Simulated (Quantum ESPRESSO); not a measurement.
# Optical response of LiH, part 2 of 3

Aim: the dielectric function of LiH, and the optical constants that follow from it. The cell comes from an older database entry, whose edges can differ from later determinations, mostly by under a per cent.

Quantum ESPRESSO 7.5; DFT, PBE, plane waves with norm-conserving potentials (PseudoDojo), scalar-relativistic, independent-particle optical response without local fields and without the non-local commutator.

So far. Step 2 (Ground state): There is a gap, 3.30 eV on this mesh (points off the mesh can give less), so no carriers' term is needed.

The database entry behind the starting cell differs from later determinations by our own check (the deuteride, about 0.2 % short), so it need not match the best structure at ambient conditions.

## 3. Ground state with the final occupations

Level of this step: DFT, PBE, plane waves with norm-conserving potentials (PseudoDojo), scalar-relativistic, ground state (Quantum ESPRESSO).

The ground state once more, with the occupations that the first run showed to fit.

Input file scf.in:

```
&control
  calculation = 'scf'
  prefix = 'x'
  outdir = './tmp'
  pseudo_dir = './'
  verbosity = 'high'
/
&system
  ibrav = 0
  nat = 2
  ntyp = 2
  ecutwfc = 90
  occupations = 'fixed'
/
&electrons
  conv_thr = 1e-09
  electron_maxstep = 100
/
ATOMIC_SPECIES
  Li 1.0 Li.upf
  H 1.0 H.upf
CELL_PARAMETERS angstrom
  0.000000000000 2.036750000000 2.036750000000
  2.036750000000 0.000000000000 2.036750000000
  2.036750000000 2.036750000000 0.000000000000
ATOMIC_POSITIONS crystal
  Li 0.000000000000 0.000000000000 0.000000000000
  H 0.500000000000 0.500000000000 0.500000000000
K_POINTS automatic
  9 9 9 0 0 0
```

Run with:

```bash
$ mpirun -n 4 pw.x -nk 4 -in scf.in
```

Log:

```text
[banner, memory and clock lines left out]

     using ibrav=0 with symmetry is DISCOURAGED, use correct ibrav instead

     G-vector sticks info

     bravais-lattice index     =            0
     lattice parameter (alat)  =       5.4432  a.u.
     unit-cell volume          =     114.0354 (a.u.)^3
     number of atoms/cell      =            2
     number of atomic types    =            2
     number of electrons       =         4.00
     number of Kohn-Sham states=            2
     kinetic-energy cutoff     =      90.0000  Ry
     charge density cutoff     =     360.0000  Ry
     scf convergence threshold =      1.0E-09
     mixing beta               =       0.7000
     number of iterations used =            8  plain     mixing
     Exchange-correlation= PBE
                           (   1   4   3   4   0   0   0)

     celldm(1)=   5.443166  celldm(2)=   0.000000  celldm(3)=   0.000000
     celldm(4)=   0.000000  celldm(5)=   0.000000  celldm(6)=   0.000000

     crystal axes: (cart. coord. in units of alat)
               a(1) = (   0.000000   0.707107   0.707107 )
               a(2) = (   0.707107   0.000000   0.707107 )
               a(3) = (   0.707107   0.707107   0.000000 )

     reciprocal axes: (cart. coord. in units 2 pi/alat)
               b(1) = ( -0.707107  0.707107  0.707107 )
               b(2) = (  0.707107 -0.707107  0.707107 )
               b(3) = (  0.707107  0.707107 -0.707107 )

     ./Li.upf
     Pseudo is Norm-conserving, Zval =  3.0
     Generated using ONCVPSP code by D. R. Hamann
     Using radial grid of 1944 points,  4 beta functions with:
                l(1) =   0
                l(2) =   0
                l(3) =   1
                l(4) =   1

     ./H.upf
     Pseudo is Norm-conserving, Zval =  1.0
     Generated using ONCVPSP code by D. R. Hamann
     Using radial grid of 1166 points,  3 beta functions with:
                l(1) =   0
                l(2) =   0
                l(3) =   1

     atomic species   valence    mass     pseudopotential
     Li                3.00     1.00000     Li( 1.00)
     H                 1.00     1.00000     H ( 1.00)

     48 Sym. Ops., with inversion, found

                                    s                        frac. trans.

     [... symmetry matrices left out ...]
   Cartesian axes

     site n.     atom                  positions (alat units)
         1        Li     tau(   1) = (   0.0000000   0.0000000   0.0000000  )
         2        H      tau(   2) = (   0.7071068   0.7071068   0.7071068  )

   Crystallographic axes

     site n.     atom                  positions (cryst. coord.)
         1        Li     tau(   1) = (  0.0000000  0.0000000  0.0000000  )
         2        H      tau(   2) = (  0.5000000  0.5000000  0.5000000  )

     number of k points=    35
                       cart. coord. in units 2pi/alat
        k(    1) = (   0.0000000   0.0000000   0.0000000), wk =   0.0027435
        k(    2) = (   0.0785674   0.0785674  -0.0785674), wk =   0.0219479
        k(    3) = (   0.1571348   0.1571348  -0.1571348), wk =   0.0219479
        k(    4) = (   0.2357023   0.2357023  -0.2357023), wk =   0.0219479
        k(    5) = (   0.3142697   0.3142697  -0.3142697), wk =   0.0219479
        k(    6) = (   0.1571348   0.0000000  -0.0000000), wk =   0.0164609
        k(    7) = (   0.2357023   0.0785674  -0.0785674), wk =   0.0658436
        k(    8) = (   0.3142697   0.1571348  -0.1571348), wk =   0.0658436
        k(    9) = (   0.3928371   0.2357023  -0.2357023), wk =   0.0658436
        k(   10) = (  -0.2357023  -0.3928371   0.3928371), wk =   0.0658436
        k(   11) = (  -0.1571348  -0.3142697   0.3142697), wk =   0.0658436
        k(   12) = (  -0.0785674  -0.2357023   0.2357023), wk =   0.0658436
        k(   13) = (  -0.0000000  -0.1571348   0.1571348), wk =   0.0329218
        k(   14) = (   0.3142697   0.0000000  -0.0000000), wk =   0.0164609
        k(   15) = (   0.3928371   0.0785674  -0.0785674), wk =   0.0658436
        k(   16) = (   0.4714045   0.1571348  -0.1571348), wk =   0.0658436
[...]
cryst. coord.
[...]
k(   28) = (   0.1111111   0.2222222  -0.4444444), wk =   0.1316872
        k(   29) = (   0.1111111   0.3333333   0.4444444), wk =   0.0658436
        k(   30) = (   0.1111111   0.3333333  -0.4444444), wk =   0.1316872
        k(   31) = (   0.1111111   0.3333333  -0.3333333), wk =   0.1316872
        k(   32) = (   0.1111111   0.3333333  -0.2222222), wk =   0.0658436
        k(   33) = (   0.1111111   0.4444444  -0.4444444), wk =   0.0658436
        k(   34) = (   0.1111111   0.4444444  -0.3333333), wk =   0.0658436
        k(   35) = (   0.2222222   0.4444444  -0.3333333), wk =   0.0658436

     Dense  grid:    13323 G-vectors     FFT dimensions: (  36,  36,  36)

     Initial potential from superposition of free atoms

     starting charge       3.9954, renormalised to       4.0000
     Starting wfcs are    3 randomized atomic wfcs

     Self-consistent Calculation

     iteration #  1     ecut=    90.00 Ry     beta= 0.70
     Davidson diagonalization with overlap

            46 MiB given to the printing process from OS
            12 MiB allocation reported by mallinfo(arena+hblkhd)
------------------
     ethr =  1.00E-02,  avg # of iterations =  1.7

     total energy              =     -15.62760858 Ry
     estimated scf accuracy    <       0.05688573 Ry

     iteration #  2     ecut=    90.00 Ry     beta= 0.70
     Davidson diagonalization with overlap

            51 MiB given to the printing process from OS
            15 MiB allocation reported by mallinfo(arena+hblkhd)
------------------
     ethr =  1.42E-03,  avg # of iterations =  2.0

     total energy              =     -15.63555007 Ry
     estimated scf accuracy    <       0.00012520 Ry

     iteration #  3     ecut=    90.00 Ry     beta= 0.70
     Davidson diagonalization with overlap

            53 MiB given to the printing process from OS
            16 MiB allocation reported by mallinfo(arena+hblkhd)
------------------
     ethr =  3.13E-06,  avg # of iterations =  2.7

     total energy              =     -15.63569970 Ry
     estimated scf accuracy    <       0.00004268 Ry

     iteration #  4     ecut=    90.00 Ry     beta= 0.70
     Davidson diagonalization with overlap

            53 MiB given to the printing process from OS
            16 MiB allocation reported by mallinfo(arena+hblkhd)
------------------
     ethr =  1.07E-06,  avg # of iterations =  2.0

     total energy              =     -15.63570620 Ry
     estimated scf accuracy    <       0.00000655 Ry

     iteration #  5     ecut=    90.00 Ry     beta= 0.70
     Davidson diagonalization with overlap

            54 MiB given to the printing process from OS
            17 MiB allocation reported by mallinfo(arena+hblkhd)
------------------
     ethr =  1.64E-07,  avg # of iterations =  1.2

     total energy              =     -15.63570642 Ry
     estimated scf accuracy    <       0.00000033 Ry

     iteration #  6     ecut=    90.00 Ry     beta= 0.70
     Davidson diagonalization with overlap

            54 MiB given to the printing process from OS
            17 MiB allocation reported by mallinfo(arena+hblkhd)
------------------
     ethr =  8.19E-09,  avg # of iterations =  2.1

     total energy              =     -15.63570644 Ry
     estimated scf accuracy    <       0.00000051 Ry

     iteration #  7     ecut=    90.00 Ry     beta= 0.70
     Davidson diagonalization with overlap

            54 MiB given to the printing process from OS
            18 MiB allocation reported by mallinfo(arena+hblkhd)
------------------
     ethr =  8.19E-09,  avg # of iterations =  2.0

     total energy              =     -15.63570647 Ry
     estimated scf accuracy    <          5.6E-09 Ry

     iteration #  8     ecut=    90.00 Ry     beta= 0.70
     Davidson diagonalization with overlap

            55 MiB given to the printing process from OS
            18 MiB allocation reported by mallinfo(arena+hblkhd)
------------------
     ethr =  1.40E-10,  avg # of iterations =  2.3

     total energy              =     -15.63570648 Ry
     estimated scf accuracy    <          1.4E-09 Ry

     iteration #  9     ecut=    90.00 Ry     beta= 0.70
     Davidson diagonalization with overlap

            55 MiB given to the printing process from OS
            18 MiB allocation reported by mallinfo(arena+hblkhd)
------------------
     ethr =  3.57E-11,  avg # of iterations =  1.3

     End of self-consistent calculation

          k = 0.0000 0.0000 0.0000 (  1639 PWs)   bands (ev):

   -43.9044  -4.8618

     occupation numbers
     1.0000   1.0000

          k = 0.0786 0.0786-0.0786 (  1648 PWs)   bands (ev):

   -43.8999  -4.6474

     occupation numbers
     1.0000   1.0000

          k = 0.1571 0.1571-0.1571 (  1639 PWs)   bands (ev):

   -43.8885  -4.0248

     occupation numbers
     1.0000   1.0000

          k = 0.2357 0.2357-0.2357 (  1634 PWs)   bands (ev):

   -43.8755  -3.0984

     occupation numbers
     1.0000   1.0000

          k = 0.3143 0.3143-0.3143 (  1655 PWs)   bands (ev):

   -43.8670  -2.2429

     occupation numbers
     1.0000   1.0000

          k = 0.1571 0.0000-0.0000 (  1651 PWs)   bands (ev):

   -43.8984  -4.5721

     occupation numbers
     1.0000   1.0000

          k = 0.2357 0.0786-0.0786 (  1635 PWs)   bands (ev):

   -43.8893  -4.0724

     occupation numbers
     1.0000   1.0000

          k = 0.3143 0.1571-0.1571 (  1644 PWs)   bands (ev):

   -43.8769  -3.2122

     occupation numbers
     1.0000   1.0000

          k = 0.3928 0.2357-0.2357 (  1643 PWs)   bands (ev):

   -43.8670  -2.2417

     occupation numbers
     1.0000   1.0000

          k =-0.2357-0.3928 0.3928 (  1651 PWs)   bands (ev):

   -43.8642  -1.8751

     occupation numbers
     1.0000   1.0000

          k =-0.1571-0.3143 0.3143 (  1641 PWs)   bands (ev):

   -43.8698  -2.5573

     occupation numbers
     1.0000   1.0000

     [... further k points left out ...]

     highest occupied level (ev):     0.3306

!    total energy              =     -15.63570648 Ry
     estimated scf accuracy    <          1.3E-10 Ry

     The total energy is the sum of the following terms:
     one-electron contribution =      -8.01381496 Ry
     hartree contribution      =       3.28949395 Ry
     xc contribution           =      -4.10593165 Ry
     ewald contribution        =      -6.80545381 Ry

     convergence has been achieved in   9 iterations

     XML data file, charge density, pseudopotentials, collected wavefunctions

                                        0.00s GPU  (     229 calls)
```

It took 1.3 s on 4 MPI ranks of Arm Neoverse V2, shared host; peak memory 0.05 GiB.

## 4. Bands on the whole mesh, 15×15×15

At the fixed density, many empty bands are solved on the mesh of the response, since the spectrum sums over them.

This step: DFT, PBE, plane waves with norm-conserving potentials (PseudoDojo), scalar-relativistic, bands at fixed density (Quantum ESPRESSO 7.5).

nscf.in, as its differences from scf.in of step 3:

```diff
@@ -1,3 +1,3 @@
 &control
-  calculation = 'scf'
+  calculation = 'nscf'
   prefix = 'x'
@@ -5,3 +5,2 @@
   pseudo_dir = './'
-  verbosity = 'high'
 /
@@ -13,2 +12,5 @@
   occupations = 'fixed'
+  nbnd = 12
+  nosym = .true.
+  noinv = .true.
 /
@@ -17,2 +19,3 @@
   electron_maxstep = 100
+  diago_full_acc = .true.
 /
@@ -29,2 +32,2 @@
 K_POINTS automatic
-  9 9 9 0 0 0
+  15 15 15 0 0 0
```

Run with:

```bash
$ mpirun -n 4 pw.x -nk 4 -in nscf.in
```

Log:

```text
[banner, memory and clock lines left out]

     Atomic positions and unit cell read from directory:

     G-vector sticks info

     bravais-lattice index     =            0
     lattice parameter (alat)  =       5.4432  a.u.
     unit-cell volume          =     114.0354 (a.u.)^3
     number of atoms/cell      =            2
     number of atomic types    =            2
     number of electrons       =         4.00
     number of Kohn-Sham states=           12
     kinetic-energy cutoff     =      90.0000  Ry
     charge density cutoff     =     360.0000  Ry
     Exchange-correlation= PBE
                           (   1   4   3   4   0   0   0)

     celldm(1)=   5.443166  celldm(2)=   0.000000  celldm(3)=   0.000000
     celldm(4)=   0.000000  celldm(5)=   0.000000  celldm(6)=   0.000000

     crystal axes: (cart. coord. in units of alat)
               a(1) = (   0.000000   0.707107   0.707107 )
               a(2) = (   0.707107   0.000000   0.707107 )
               a(3) = (   0.707107   0.707107   0.000000 )

     reciprocal axes: (cart. coord. in units 2 pi/alat)
               b(1) = ( -0.707107  0.707107  0.707107 )
               b(2) = (  0.707107 -0.707107  0.707107 )
               b(3) = (  0.707107  0.707107 -0.707107 )

     ./Li.upf
     Pseudo is Norm-conserving, Zval =  3.0
     Generated using ONCVPSP code by D. R. Hamann
     Using radial grid of 1944 points,  4 beta functions with:
                l(1) =   0
                l(2) =   0
                l(3) =   1
                l(4) =   1

     ./H.upf
     Pseudo is Norm-conserving, Zval =  1.0
     Generated using ONCVPSP code by D. R. Hamann
     Using radial grid of 1166 points,  3 beta functions with:
                l(1) =   0
                l(2) =   0
                l(3) =   1

     atomic species   valence    mass     pseudopotential
     Li                3.00     1.00000     Li( 1.00)
     H                 1.00     1.00000     H ( 1.00)

     No symmetry found

   Cartesian axes

     site n.     atom                  positions (alat units)
         1        Li     tau(   1) = (   0.0000000   0.0000000   0.0000000  )
         2        H      tau(   2) = (   0.7071068   0.7071068   0.7071068  )

     number of k points=  3375

     Number of k-points >= 100: set verbosity='high' to print them.

     Dense  grid:    13323 G-vectors     FFT dimensions: (  36,  36,  36)

     The potential is recalculated from file :

     Starting wfcs are    3 randomized atomic wfcs +    9 random wfcs

     Band Structure Calculation
     Davidson diagonalization with overlap

     ethr =  2.50E-11,  avg # of iterations = 20.8

     End of band structure calculation

     Number of k-points >= 100: set verbosity='high' to print the bands.

     highest occupied, lowest unoccupied level (ev):     0.3721    3.4930

     XML data file, pseudopotentials, collected wavefunctions

                                        0.00s GPU  (   19259 calls)

[... left out ...]
ulation
     Davidson diagonalization with overlap

     ethr =  2.50E-11,  avg # of iterations = 20.8

     End of band structure calculation

     Number of k-points >= 100: set verbosity='high' to print the bands.

     highest occupied, lowest unoccupied level (ev):     0.3721    3.4930

     XML data file, pseudopotentials, collected wavefunctions

                                        0.00s GPU  (   19259 calls)
```

The job ended after 1.9 min (4 MPI ranks; peak memory 0.05 GiB).

(Part 2 of 3 ends here.)

[Machine, clock, banner and «Message from routine» lines are left out of the logs.]

[Logs are printed without paths, hosts, clocks, repeated set-up lines and the standing remarks that a program may print on its own settings, such as how far it seeks lower states.]

[Hosts, paths, dates, database ids (printed as entryN), source tags and the programs' standing remarks are cut or masked in the printed files.]
